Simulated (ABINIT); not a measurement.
# Excitons of SiC (F-43m) on ever denser meshes, part 2 of 2

Aim: the absorption spectrum of SiC (F-43m) with electron-hole interaction, and what each part of the kernel does.

ABINIT 10.8.3; PBE and many-body steps on it, plane waves. Known limits of the many-body steps: not at the basis limit; bindings not settled in the k mesh.

So far. Step 10 (Empty states on the mesh, 10×10×10 mesh, 16 bands): On this mesh the gap is 1.361 eV. Step 11 (k mesh (10×10×10)): The lowest state lies at 5.318 eV, 0.222 eV under the direct gap.

## Step 12: Empty states on the mesh, 12×12×12 mesh, 16 bands

This step: DFT, PBE, plane waves, norm-conserving pseudopotentials.

run.abi reads:

```
acell 3*1.0 Angstrom
rprim 
  -0.000000000000 2.179000000000 2.179000000000
  2.179000000000 -0.000000000000 2.179000000000
  2.179000000000 2.179000000000 -0.000000000000
ntypat 2
znucl 14 6
natom 2
typat 1 2
xred 
  0.000000000000 0.000000000000 0.000000000000
  0.250000000000 0.250000000000 0.250000000000
pp_dirpath "pseudos"
pseudos "Si.upf, C.upf"
ecut 37
ngkpt 12 12 12
nshiftk 1
shiftk 0 0 0
kptopt 1
chksymbreak 0
iscf -2
irdden 1
istwfk *1
nband 16
nbdbuf 4
tolwfr 1e-09
nstep 60
prtvol 0
indata_prefix "in"
outdata_prefix "out"
tmpdata_prefix "tmp"
```

Launch:

```console
$ OMP_NUM_THREADS=1 mpirun -n 8 abinit run.abi > log
```

The job ended after 3.5 s (8 MPI ranks of Arm Neoverse V2, shared host; peak memory 0.47 GiB; 27 s of CPU time).

Numbers from this step:

```
gap                                                           : 1.361 eV
k of the valence top                                          : 0, 0, 0
k of the conduction bottom                                    : 0.5, 0.5, 0
least direct gap                                              : 4.553 eV
k points computed                                             : 72
lowest point of the top converged band, above the valence top : 17.28 eV
```

On this mesh the gap is 1.361 eV.

## Step 13: k mesh (12×12×12)

This step: Bethe-Salpeter equation on PBE with a scissors shift, plane waves, norm-conserving pseudopotentials.

run.abi: that of step 12 with these lines changed.

```diff
@@ -20,10 +20,21 @@
 chksymbreak 0
-iscf -2
+istwfk *1
+occopt 1
+irdwfk 1
+optdriver 99
+bs_calctype 1
+mbpt_sciss 0.987 eV
+bs_loband 3
+nband 5
+bs_exchange_term 1
+bs_coulomb_term 21
+bs_coupling 0
+bs_algorithm 1
+bs_freq_mesh 0 9 0.05 eV
+zcut 0.1 eV
+ecuteps 3
+ecutwfn 18.5
+inclvkb 2
+mdf_epsinf 6.93
 irdden 1
-istwfk *1
-nband 16
-nbdbuf 4
-tolwfr 1e-09
-nstep 60
-prtvol 0
 indata_prefix "in"
```

Elapsed: 2.9 min, on 8 MPI ranks; peak memory 0.93 GiB.

Numbers from this step:

```yaml
direct_gap_of_the_transition_levels: 5.540 eV
transitions_in_the_window: 3456
first_strong_exciton_over_a_fiftieth_of_the_strongest_listed: 5.353 eV
lowest_state: 5.353 eV
binding_of_the_lowest_state_below_the_direct_gap: 0.1867 eV
coulomb_term_of_one_mesh_cell: 0.1792 eV
```

The binding is 1.0 times the screened Coulomb term of one mesh cell (0.18 eV), so it is not shown settled.

The lowest state lies at 5.353 eV, 0.187 eV under the direct gap.

The window of bands is narrower than in the first exciton run, so this row is not like for like with it.

## Step 14: Triplet (no exchange term)

run.abi: that of step 13 with these lines changed.

```diff
@@ -15,3 +15,3 @@
 ecut 37
-ngkpt 12 12 12
+ngkpt 6 6 6
 nshiftk 1
@@ -26,6 +26,6 @@
 mbpt_sciss 0.987 eV
-bs_loband 3
-nband 5
-bs_exchange_term 1
-bs_coulomb_term 21
+bs_loband 2
+nband 6
+bs_exchange_term 0
+bs_coulomb_term 11
 bs_coupling 0
@@ -37,4 +37,3 @@
 inclvkb 2
-mdf_epsinf 6.93
-irdden 1
+irdscr 1
 indata_prefix "in"
```

The job ended after 13 s (8 MPI ranks; peak memory 0.5 GiB).

The lowest triplet lies at 5.172 eV; triplets are dark, so no spectrum is read.

## Step 15: Negative scissors

run.abi: that of step 14 with these lines changed.

```diff
@@ -25,6 +25,6 @@
 bs_calctype 1
-mbpt_sciss 0.987 eV
-bs_loband 2
-nband 6
-bs_exchange_term 0
+mbpt_sciss -3.0 eV
+bs_loband 3
+nband 5
+bs_exchange_term 1
 bs_coulomb_term 11
@@ -32,4 +32,4 @@
 bs_algorithm 1
-bs_freq_mesh 0 9 0.05 eV
-zcut 0.1 eV
+bs_freq_mesh 0 5 0.05 eV
+zcut 0.15 eV
 ecuteps 3
```

It took 2.6 s on 8 MPI ranks; peak memory 0.07 GiB; 19 s of CPU time.

The run ended normally, though the input holds a fault or crude settings.

The fault put into this input: negative scissors.

## Step 16: The runs together

Times are wall times on 8 MPI ranks of Arm Neoverse V2, shared host, good to a factor of about two.

```csv
run,mesh,transitions,broadening (eV),direct gap (eV),lowest state (eV),binding (eV),mesh cell's term (eV),tallest peak (eV),height,time
excitons,6×6×6,1296,0.1,5.540,5.182,0.358,0.351,7.00,40.6,13 s
model screening,6×6×6,432,0.1,5.540,5.179,0.361,0.358,7.00,38.9,2.6 s
k mesh (8×8×8),8×8×8,1024,0.1,5.540,5.265,0.275,0.269,6.60,23.3,8.7 s
k mesh (10×10×10),10×10×10,2000,0.1,5.540,5.318,0.222,0.215,7.00,28.3,41 s
k mesh (12×12×12),12×12×12,3456,0.1,5.540,5.353,0.187,0.179,7.20,28.8,2.9 min
triplet (no exchange term),6×6×6,1296,0.1,5.540,5.172,0.368,0.351,-,-,13 s
```

## Step 17: Results

```yaml
excitons: lowest state 5.182 eV (not settled in the k mesh)
model_screening: lowest state 5.179 eV (not settled in the k mesh)
k_mesh_8x8x8: lowest state 5.265 eV (not settled in the k mesh)
k_mesh_10x10x10: lowest state 5.318 eV (not settled in the k mesh)
k_mesh_12x12x12: lowest state 5.353 eV (not settled in the k mesh)
triplet_no_exchange_term: lowest state 5.172 eV (not settled in the k mesh)
```

**Reading.** On the 6×6×6 mesh the lowest exciton lies at 5.182 eV, 0.358 eV below the direct gap; one cell of the mesh carries a screened Coulomb term of 0.35 eV, so this binding is not shown settled. Between the two densest meshes the binding falls by 0.99 of the fall in the mesh cell's term (the screened Coulomb energy of a charge repeated on the supercell that the mesh stands for). The binding is still 1.0 times that term, so the mesh does not resolve the exciton and no limit can be drawn. Model screening, against «excitons (6×6×6)»: the lowest state stays within 0.01 eV (keys changed: bs_loband, nband, bs_coulomb_term, irdscr, mdf_epsinf and irdden). k mesh (8×8×8), against «model screening (6×6×6)»: the lowest state moves by +0.086 eV (keys changed: ngkpt). k mesh (10×10×10), against «k mesh (8×8×8)»: the lowest state moves by +0.053 eV (keys changed: ngkpt). k mesh (12×12×12), against «k mesh (10×10×10)»: the lowest state moves by +0.036 eV (keys changed: ngkpt). Triplet (no exchange term), against «excitons (6×6×6)»: the lowest state moves by −0.010 eV (keys changed: bs_exchange_term). Triplets are dark. A rigid shift treats all transitions alike. In the G0W0 table the openings from the top filled band to the empty bands at the same k run from +0.82 to +1.17 eV (median +0.86), where the shift is +0.99 eV, so peaks stand off by such differences. Lines within a few meV of each other can be one level split by numerical noise, or distinct levels. Screening is static and electronic alone, and only transitions inside the band window count.

[Paths, hosts, dates, memory and timing lines, banners, echoed tables and standing remarks are left out of the program output.]

[Logs are printed without paths, hosts, clocks, repeated set-up lines and the standing remarks that a program may print on its own settings, such as how far it seeks lower states.]

[Runs of the session that timed out or met a known fault of the program may be left out.]

[No measured gap is set beside runs whose start may be inverted or whose files or cutoffs have a known fault.]

[Hosts, paths, dates, database ids (printed as entryN), source tags and the programs' standing remarks are cut or masked in the printed files.]

[G0W0 gaps are taken among the corrected bands and points alone; a level outside them can change the order at an edge.]

[Where Ansatz stands beside ABINIT at settings called matched, ABINIT's density can come from a denser mesh and the files from another edition; pairs whose starting gaps differed by over 0.03 eV were left out, so agreement reads better than it is.]
